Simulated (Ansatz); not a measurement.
## ZnAg (Pm-3m): phonons along a line and the smearing

Aim: see how the phonons of ZnAg (Pm-3m) along the first symmetry line respond to the electronic smearing.

Method: DFT PBEsol, scalar-relativistic, plane waves, PAW, in Ansatz 0.2.0.

Most raw output is cut from this account.

**1. Starting point**

Symmetry: Pm-3m, No. 221, cubic system. Conventional cell: a = 3.156 Å, b = 3.156 Å, c = 3.156 Å, α = 90.00°, β = 90.00°, γ = 90.00°. Nearest to Zn lie 8 Ag at 2.73 Å. Ag has 8 Zn at 2.73 Å nearest. Farther neighbours are not listed.

**2. Relaxing cell and atoms**

The structure is brought to rest under this functional.

Contents of input.yaml:

```yaml
crystal:
  lattice:
    - [3.156, 0.0, 0.0]
    - [0.0, 3.156, 0.0]
    - [0.0, 0.0, 3.156]
  atoms:
    - { symbol: Zn, position: [0.5, 0.5, 0.5] }
    - { symbol: Ag, position: [0.0, 0.0, 0.0] }
kpoints:
  mp_grid: { grid: [10, 10, 10] }
hamiltonian:
  xc: pbesol
scf:
  occupations: { method: gaussian, width: 0.1 }
output:
  forces: true
  stress: true
  eigenvalues: true
relax:
  adjacent_minimum: "off"
  f_tol: 0.005
  max_steps: 80
  cell: { stress_tol: 0.05 }
```

On the command line:

```sh
> ansatz run input.yaml --threads 4 --pin off --max-ram 8192MiB --backend cpu --events-out ev --progress --plain --runs-dir out
```

It took 3.3 s on 4 threads of Arm Neoverse V1, shared host; peak memory 0.4 GiB; 11 s of CPU time.

Step by step:

| step | energy less that of the first step (eV) | largest force component (eV/Å) | pressure (GPa) | volume (Å³) |
| --- | --- | --- | --- | --- |
| 1 | 0.0000 | 0.0000 | -3.86 | 31.43 |
| 2 | -0.0139 | 0.0000 | 1.16 | 30.00 |
| 3 | -0.0148 | 0.0000 | -0.10 | 30.32 |
| 4 | -0.0148 | 0.0000 | 0.00 | 30.30 |
| 5 | -0.0142 | 0.0000 | 0.01 | 30.30 |

The log counts 1 steps on a newly chosen plane-wave basis, not all of them marked here; energy and pressure can jump at such steps.

| conventional cell, symmetrised | before | after | change |
| --- | --- | --- | --- |
| a (Å) | 3.156 | 3.117 | -1.2 % |
| b (Å) | 3.156 | 3.117 | -1.2 % |
| c (Å) | 3.156 | 3.117 | -1.2 % |
| volume (Å³/atom) | 15.72 | 15.15 | -3.6 % |

Final coordinates:

```xyz
2
Lattice="3.1174 0.0000 0.0000 0.0000 3.1174 0.0000 0.0000 0.0000 3.1174" Properties=species:S:1:pos:R:3 pbc="T T T"
Zn    1.5587    1.5587    1.5587
Ag    0.0000    0.0000    0.0000
```

This step gave:

- pressure: 0.008249 GPa
- volume per atom: 15.15 Å³
- metallic on mesh: yes
- gap on the k-mesh: 0 eV

The largest force is now zero by symmetry and the largest stress component 0.0082 GPa, small enough for phonons.

**3. Wavevectors along a line: Fermi–Dirac smearing of 0.1 eV**

The smearing blurs the Fermi surface that screens the phonons; a Fermi–Dirac width is an electronic temperature.

Contents of input.yaml:

```yaml
crystal:
  lattice:
    - [3.1174236605, 0.0, 0.0]
    - [0.0, 3.1174236605, 0.0]
    - [0.0, 0.0, 3.1174236605]
  atoms:
    - { symbol: Zn, position: [0.5, 0.5, 0.5] }
    - { symbol: Ag, position: [0.0, 0.0, 0.0] }
kpoints:
  mp_grid: { grid: [16, 16, 16] }
hamiltonian:
  xc: pbesol
scf:
  occupations: { method: fermi_dirac, width: 0.1 }
output:
  eigenvalues: true
phonons:
  method: dfpt
  qpoints:
    - [0, 0, 0]
    - [0.0, 0.0625, 0.0]
    - [0.0, 0.1875, 0.0]
    - [0.0, 0.3125, 0.0]
    - [0.0, 0.4375, 0.0]
```

The job ended after 4.4 min (4 threads; peak memory 2.1 GiB; 17 min of CPU time).

Each wavevector solved by linear response. Table of frequency by |q| along the line:

| \|q\| along the line (Å⁻¹) | mode 1 = mode 2 (cm⁻¹) | mode 3 (cm⁻¹) | mode 4 = mode 5 (cm⁻¹) | mode 6 (cm⁻¹) |
| --- | --- | --- | --- | --- |
| 0.000 | 0 | 0 | 162 | 162 |
| 0.126 | 17.7 | 23.9 | 161 | 162 |
| 0.378 | 49.9 | 67.4 | 155 | 164 |
| 0.630 | 75 | 101 | 145 | 161 |
| 0.882 | 91.9 | 124 | 133 | 156 |

**4. Phonons along a line: Fermi–Dirac smearing of 0.25 eV**

Edit input.yaml of step 3 so:

```diff
@@ -13,3 +13,3 @@
 scf:
-  occupations: { method: fermi_dirac, width: 0.1 }
+  occupations: { method: fermi_dirac, width: 0.25 }
 output:
```

Wider smearing eases the sum over k-points of a metal but moves the result away from its zero-temperature value.

Wall time 4.5 min (4 threads); peak memory 2.2 GiB.

Each wavevector solved by linear response. Table of frequency by |q| along the line:

| \|q\| along the line (Å⁻¹) | mode 1 = mode 2 (cm⁻¹) | mode 3 (cm⁻¹) | mode 4 = mode 5 (cm⁻¹) | mode 6 (cm⁻¹) |
| --- | --- | --- | --- | --- |
| 0.000 | 0 | 0 | 162 | 162 |
| 0.126 | 17.6 | 23.8 | 161 | 162 |
| 0.378 | 49.6 | 67.7 | 155 | 164 |
| 0.630 | 74.7 | 102 | 145 | 161 |
| 0.882 | 91.8 | 123 | 133 | 155 |

Against step 3 (now smearing width 0.25 eV), the free energy moves by -20.9 meV an atom.

**5. Phonons along a line: Fermi–Dirac smearing of 0.04 eV**

Each wavevector is solved by itself, so no interpolation smooths a dip of the branch.

Edit input.yaml of step 4 so:

```diff
@@ -13,3 +13,3 @@
 scf:
-  occupations: { method: fermi_dirac, width: 0.25 }
+  occupations: { method: fermi_dirac, width: 0.04 }
 output:
```

Narrower smearing comes nearer the zero-temperature value but asks more of the mesh.

It took 4.3 min on 4 threads; peak memory 2.1 GiB.

Each wavevector solved by linear response. Frequency against |q| along the line:

| \|q\| along the line (Å⁻¹) | mode 1 = mode 2 (cm⁻¹) | mode 3 (cm⁻¹) | mode 4 = mode 5 (cm⁻¹) | mode 6 (cm⁻¹) |
| --- | --- | --- | --- | --- |
| 0.000 | 0 | 0 | 162 | 162 |
| 0.126 | 17.8 | 24 | 161 | 163 |
| 0.378 | 49.9 | 67.2 | 155 | 164 |
| 0.630 | 75.0 | 101 | 145 | 160 |
| 0.882 | 91.8 | 123 | 133 | 156 |

Against step 3 (now smearing width 0.04 eV), the free energy moves by +3.8 meV an atom.

**6. Phonons along a line: Methfessel–Paxton smearing of 0.2 eV**

The smearing blurs the Fermi surface that screens the phonons; a Methfessel–Paxton width blurs it less than a thermal one.

Edit input.yaml of step 5 so:

```diff
@@ -13,3 +13,3 @@
 scf:
-  occupations: { method: fermi_dirac, width: 0.04 }
+  occupations: { method: methfessel_paxton, width: 0.2 }
 output:
```

Wall time 4.3 min (4 threads); peak memory 2.1 GiB; 17 min of CPU time.

Each wavevector solved by linear response. Table of frequency by |q| along the line:

| \|q\| along the line (Å⁻¹) | mode 1 = mode 2 (cm⁻¹) | mode 3 (cm⁻¹) | mode 4 = mode 5 (cm⁻¹) | mode 6 (cm⁻¹) |
| --- | --- | --- | --- | --- |
| 0.000 | 0 | 0 | 162 | 162 |
| 0.126 | 17.8 | 23.9 | 161 | 163 |
| 0.378 | 49.9 | 67.2 | 155 | 164 |
| 0.630 | 75.1 | 101 | 145 | 160 |
| 0.882 | 91.8 | 124 | 133 | 156 |

Against step 3 (now occupations Methfessel-Paxton and smearing width 0.2 eV), the free energy moves by +4.4 meV an atom.

**7. Smearing and the soft branch**

The lowest frequency by |q| along the line:

| \|q\| along the line (Å⁻¹) | fermi dirac 0.1 eV, k 16x16x16 (cm⁻¹) | fermi dirac 0.25 eV, k 16x16x16 (cm⁻¹) | fermi dirac 0.04 eV, k 16x16x16 (cm⁻¹) | methfessel paxton 0.2 eV, k 16x16x16 (cm⁻¹) |
| --- | --- | --- | --- | --- |
| 0.000 | 0 | 0 | 0 | 0 |
| 0.126 | 17.7 | 17.6 | 17.8 | 17.8 |
| 0.378 | 49.9 | 49.6 | 49.9 | 49.9 |
| 0.630 | 75 | 74.7 | 75.0 | 75.1 |
| 0.882 | 91.9 | 91.8 | 91.8 | 91.8 |

**8. Outcome**

* phonon run of the rows without a label of their own: PBEsol, k 16×16×16
* lowest branch at the last solved point, Fermi–Dirac 0.1 eV: 91.9 cm⁻¹ at |q| = 0.882 Å⁻¹
* lowest branch at the last solved point, Fermi–Dirac 0.25 eV: 91.8 cm⁻¹ at |q| = 0.882 Å⁻¹
* lowest branch at the last solved point, Fermi–Dirac 0.04 eV: 91.8 cm⁻¹ at |q| = 0.882 Å⁻¹
* lowest branch at the last solved point, Methfessel–Paxton 0.2 eV: 91.8 cm⁻¹ at |q| = 0.882 Å⁻¹

What this shows: No branch softens by more than 4 % of the top frequency as the smearing narrows, so no anomaly that hangs on the smearing shows at these points. The line holds 5 wavevectors, so a narrow dip between them would be missed. Between Fermi–Dirac 0.25 eV and Fermi–Dirac 0.04 eV the largest change, with modes counted by rank of frequency, is in mode 6 at |q| = 0.630 Å⁻¹, from 161 to 160 cm⁻¹; the branches hardly feel the smearing. Where branches cross, a count by rank can hide a softening. At the narrowest width the k mesh may not resolve the Fermi surface, so part of the change can be mesh noise.

[Logs are printed without paths, hosts, clocks, repeated set-up lines and the standing remarks that a program may print on its own settings, such as how far it seeks lower states.]

[Hosts, paths, dates, database ids (printed as entryN), source tags and the programs' standing remarks are cut or masked in the printed files.]
